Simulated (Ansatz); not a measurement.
# What ScAlSe3 (model cell, started as cubic perovskite with Al in the octahedra) distorts into, part 2 of 2

Wanted: the energy along a soft mode of ScAlSe3 (model cell, started as cubic perovskite with Al in the octahedra) and the structure at the end.

Ansatz 0.2.0; DFT PBE, scalar-relativistic, plane waves, PAW; PAW set soft_1.

So far. Step 4 (The mode frozen in, largest atomic shift 0.6 Å): The run ends at a pressure of 2.66 GPa, with forces up to 1.2 eV/Å. Step 5 (Energy along the mode, all amplitudes (two of the runs …): The lowest of the steps tried is the last one, at 0.6 Å, 155 meV/atom below the parent; the bottom of the well need not coincide with a step.

The structure was built from a prototype and need not be the compound's stable phase.

## (7) The new phase in its own primitive cell

The relaxed structure is symmetrised, reduced to its primitive cell and relaxed tightly, as its phonons need.

The input, input.yaml:

```yaml
crystal:
  lattice:
    - [3.5066734299, 2.0245788487, 6.2445909814]
    - [-3.5066734299, 2.0245788487, 6.2445909814]
    - [0.0, -4.0491576974, 6.2445909814]
  atoms:
    - { symbol: Sc, position: [0.6750627044, 0.6750627044, 0.6750627044] }
    - { symbol: Sc, position: [0.3249372956, 0.3249372956, 0.3249372956] }
    - { symbol: Al, position: [0.5, 0.5, 0.5] }
    - { symbol: Al, position: [0.0, 0.0, 0.0] }
    - { symbol: Se, position: [0.2493595158, 0.7402453565, 0.2493595158] }
    - { symbol: Se, position: [0.7506404842, 0.2597546435, 0.7506404842] }
    - { symbol: Se, position: [0.2493595158, 0.2493595158, 0.7402453565] }
    - { symbol: Se, position: [0.7506404842, 0.7506404842, 0.2597546435] }
    - { symbol: Se, position: [0.2597546435, 0.7506404842, 0.7506404842] }
    - { symbol: Se, position: [0.7402453565, 0.2493595158, 0.2493595158] }
kpoints:
  mp_grid: { grid: [6, 6, 6] }
hamiltonian:
  xc: pbe
  pseudopotentials: { kind: paw, azcp: { folder: soft_1 } }
scf:
  occupations: { method: methfessel_paxton, width: 0.2 }
output:
  forces: true
  stress: true
  eigenvalues: true
relax:
  adjacent_minimum: "off"
  f_tol: 0.001
  max_steps: 60
  cell: { stress_tol: 0.01 }
```

On the command line:

```
ansatz run input.yaml --threads 4 --pin off --max-ram 16384MiB --backend cpu --events-out ev --progress --plain --runs-dir out
```

Wall time 48 s (4 threads of Arm Neoverse V2, shared host); peak memory 1.1 GiB.

Little changed from the start: no atom moved by 0.005 Å and no cell edge by 0.1 %.

This step gave:

```
pressure           : -0.003146 GPa
volume per atom    : 26.59 Å³
gap on the k-mesh  : 0.05633 eV
direct gap on mesh : 0.1226 eV
```

The largest force component left is 0.33 meV/Å and the pressure is -0.003 GPa, within the tolerances set. The cell now holds 26.59 Å³/atom.

## (8) Modes of the new phase, k-mesh 6×6×6

A relaxed structure may still be a saddle point, so its zone-centre modes are computed. No field response is asked, and the gap on the mesh is small against the smearing.

The input, input.yaml:

```yaml
crystal:
  lattice:
    - [3.505933405, 2.0241515951, 6.2456747716]
    - [-3.505933405, 2.0241515951, 6.2456747716]
    - [0.0, -4.0483031902, 6.2456747716]
  atoms:
    - { symbol: Sc, position: [0.6752423116, 0.6752423116, 0.6752423116] }
    - { symbol: Sc, position: [0.3247576884, 0.3247576884, 0.3247576884] }
    - { symbol: Al, position: [0.5, 0.5, 0.5] }
    - { symbol: Al, position: [0.0, 0.0, 0.0] }
    - { symbol: Se, position: [0.2493770171, 0.7400085832, 0.2493770171] }
    - { symbol: Se, position: [0.7506229829, 0.2599914168, 0.7506229829] }
    - { symbol: Se, position: [0.2493770171, 0.2493770171, 0.7400085832] }
    - { symbol: Se, position: [0.7506229829, 0.7506229829, 0.2599914168] }
    - { symbol: Se, position: [0.2599914168, 0.7506229829, 0.7506229829] }
    - { symbol: Se, position: [0.7400085832, 0.2493770171, 0.2493770171] }
kpoints:
  mp_grid: { grid: [6, 6, 6] }
hamiltonian:
  xc: pbe
  pseudopotentials: { kind: paw, azcp: { folder: soft_1 } }
scf:
  occupations: { method: methfessel_paxton, width: 0.2 }
output:
  eigenvalues: true
phonons:
  method: dfpt
```

Run time: 12 min. Hardware: 4 threads; peak memory 6.5 GiB.

This step gave:

```
sum-rule residual before enforcement                    : 5.06e-5 eV/Å²
point group                                             : -3m
highest optical mode at the zone centre (no LO-TO term) : 319.6 cm⁻¹
lowest optical zone-centre mode                         : -147.9 cm⁻¹
```

Patterns of degenerate modes are one choice out of their space. The modes at Γ (shares of kinetic energy by element, %) (negative means imaginary):

| mode | frequency (cm⁻¹) | symmetry | Sc % | Al % | Se % |
| --- | --- | --- | --- | --- | --- |
| 1 | -147.9 | A2g | 0 | 0 | 100 |
| 2 | -102.5 | Eg | 30 | 0 | 70 |
| 3 | -102.5 | Eg | 30 | 0 | 70 |
| 4 | -88.2 | Eu | 40 | 1 | 58 |
| 5 | -88.2 | Eu | 40 | 1 | 58 |
| 6 | -83.3 | A1u | 0 | 0 | 100 |
| 7 | -4.5 | Eu | 3 | 47 | 50 |
| 8 | -4.5 | Eu | 3 | 47 | 50 |
| 9 | 0.0 | acoustic | 15 | 9 | 77 |
| 10 | 0.0 | acoustic | 15 | 9 | 77 |
| 11 | 0.0 | acoustic | 15 | 9 | 77 |
| 12 | 83.2 | A1g | 40 | 0 | 60 |
| 13 | 86.5 | A2u | 19 | 36 | 45 |
| 14 | 91.8 | Eg | 10 | 0 | 90 |
| 15 | 91.8 | Eg | 10 | 0 | 90 |
| 16 | 113.0 | Eg | 9 | 0 | 91 |
| 17 | 113.0 | Eg | 9 | 0 | 91 |
| 18 | 182.2 | Eu | 32 | 13 | 55 |
| 19 | 182.2 | Eu | 32 | 13 | 55 |
| 20 | 195.3 | Eg | 51 | 0 | 49 |
| 21 | 195.3 | Eg | 51 | 0 | 49 |
| 22 | 208.1 | Eu | 1 | 43 | 55 |
| 23 | 208.1 | Eu | 1 | 43 | 55 |
| 24 | 213.7 | A1g | 10 | 0 | 90 |
| 25 | 223.2 | A2u | 29 | 50 | 21 |
| 26 | 259.9 | A1g | 50 | 0 | 50 |
| 27 | 264.4 | A2u | 11 | 39 | 50 |
| 28 | 276.8 | Eu | 9 | 87 | 4 |
| 29 | 276.8 | Eu | 9 | 87 | 4 |
| 30 | 319.6 | A2u | 27 | 66 | 7 |

Displacements in mode 1 (-147.9 cm⁻¹), the largest set to 1:
```
Sc1  0.00  0.00  0.00
Sc2  0.00  0.00  0.00
Al3  0.00  0.00  0.00
Al4  0.00  0.00  0.00
Se5  0.50  0.87  0.00
Se6 -0.50 -0.87  0.00
Se7 -1.00  0.00  0.00
Se8  1.00  0.00  0.00
Se9 -0.50  0.87  0.00
Se10 0.50 -0.87  0.00
```

Displacements in mode 21 (195.3 cm⁻¹), the largest set to 1:
```
Sc1 -1.00  0.00  0.00
Sc2  1.00  0.00  0.00
Al3  0.00  0.00  0.00
Al4  0.00  0.00  0.00
Se5 -0.38  0.19  0.31
Se6  0.38 -0.19 -0.31
Se7 -0.05  0.00  0.00
Se8  0.05  0.00  0.00
Se9  0.38  0.19  0.31
Se10-0.38 -0.19 -0.31
```

Before it was imposed, the acoustic sum rule was missed by 5.1e-5 eV/Å². Small misses are needed for a sound result but don't prove that mesh and cutoff are converged. The lowest optical mode is imaginary, 147.9i cm⁻¹, so the energy falls along it.

## (9) Outcome

```yaml
unstable_mode_of_the_parent: q = (-0.5, -0.5, -0.5), 183i cm⁻¹
depth_at_the_lowest_point_sampled: 155 meV/atom
largest_atomic_shift_at_that_point: 0.6 Å
space_group_reached_within_0p01_a: R-3m
energy_gained_over_the_parent_first_relaxation_on_the_mesh_of_the_frozen_mode: 290 meV/atom
volume_per_atom_phase_reached: 26.6 Å³
gap_on_the_k_mesh_phase_reached: 0.0563 eV
lowest_optical_zone_centre_mode_phase_reached: -148 cm⁻¹
highest_optical_mode_at_the_zone_centre_no_lo_to_term_phase_reached: 320 cm⁻¹
```

What this shows: Along this mode the structure falls into R-3m, 290 meV/atom below the parent. At the parent's cell the well is 154.6 meV/atom deep on the steps tried, with its lowest point at a shift of 0.6 Å. That is the last step tried, so the steps alone don't bracket the bottom of the well. Relaxing atoms and cell changes the gain by +135.19 meV/atom against the lowest step (energies at zero smearing). The new phase still has an imaginary mode at the zone centre of its cell, so it is a saddle point on the way to a lower structure. Of the 6 patterns followed to their end from this parent, this one ends 380 meV/atom above the lowest, Amm2. Another end point lies within 1 meV/atom; how such a difference moves with mesh and cutoff was not tested. Each path keeps the symmetry of its pattern, so a lower phase may lie along a pattern not tried. With no gap, or one that is small against the smearing, the frequencies hang on the k mesh and the smearing, most of all near Kohn anomalies. The starting cell was built on a prototype and not taken from a measurement, so the phase need not exist.

[Logs are printed without paths, hosts, clocks, repeated set-up lines and the standing remarks that a program may print on its own settings, such as how far it seeks lower states.]

[Hosts, paths, dates, database ids (printed as entryN), source tags and the programs' standing remarks are cut or masked in the printed files.]
